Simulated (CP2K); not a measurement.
The C K edge of acetaldoxime was computed by TDDFT (CP2K XAS_TDP, aug-cc-pVDZ, TDA) at these levels: BHandHLYP, PBEh(45%) and PBEh(45%) + GW2X. The first three lines of C1 (bonded to C and 3 H) with a strength over 0.0015, energy in eV and strength:

```
run           first          second           third
  1  283.92 (0.005)  284.73 (0.023)  284.84 (0.012)
  2  290.38 (0.005)  291.19 (0.022)  291.31 (0.012)
  3  285.98 (0.007)  286.77 (0.026)  286.95 (0.015)
```

Question: Which run is which?

Run 1: PBEh(45%) (45 % exact exchange). Run 2: PBEh(45%) + GW2X (45 % exact exchange). Run 3: BHandHLYP (50 % exact exchange). Self-interaction lifts the core level, so the uncorrected lines rise with the share of exact exchange. The GW2X run keeps the spacings of its parent: 0.81 eV between the first two lines in run 2, 0.81 eV in run 1. Its shift is +6.46 eV, since the Kohn–Sham level at this share of exchange lies that far above the quasiparticle level.

[Banner, clock and machine lines of the logs are left out without a mark of their own.]

[Logs are printed without paths, hosts, clocks, repeated set-up lines and the standing remarks that a program may print on its own settings, such as how far it seeks lower states.]

[Hosts, paths, dates, database ids (printed as entryN), source tags and the programs' standing remarks are cut or masked in the printed files.]
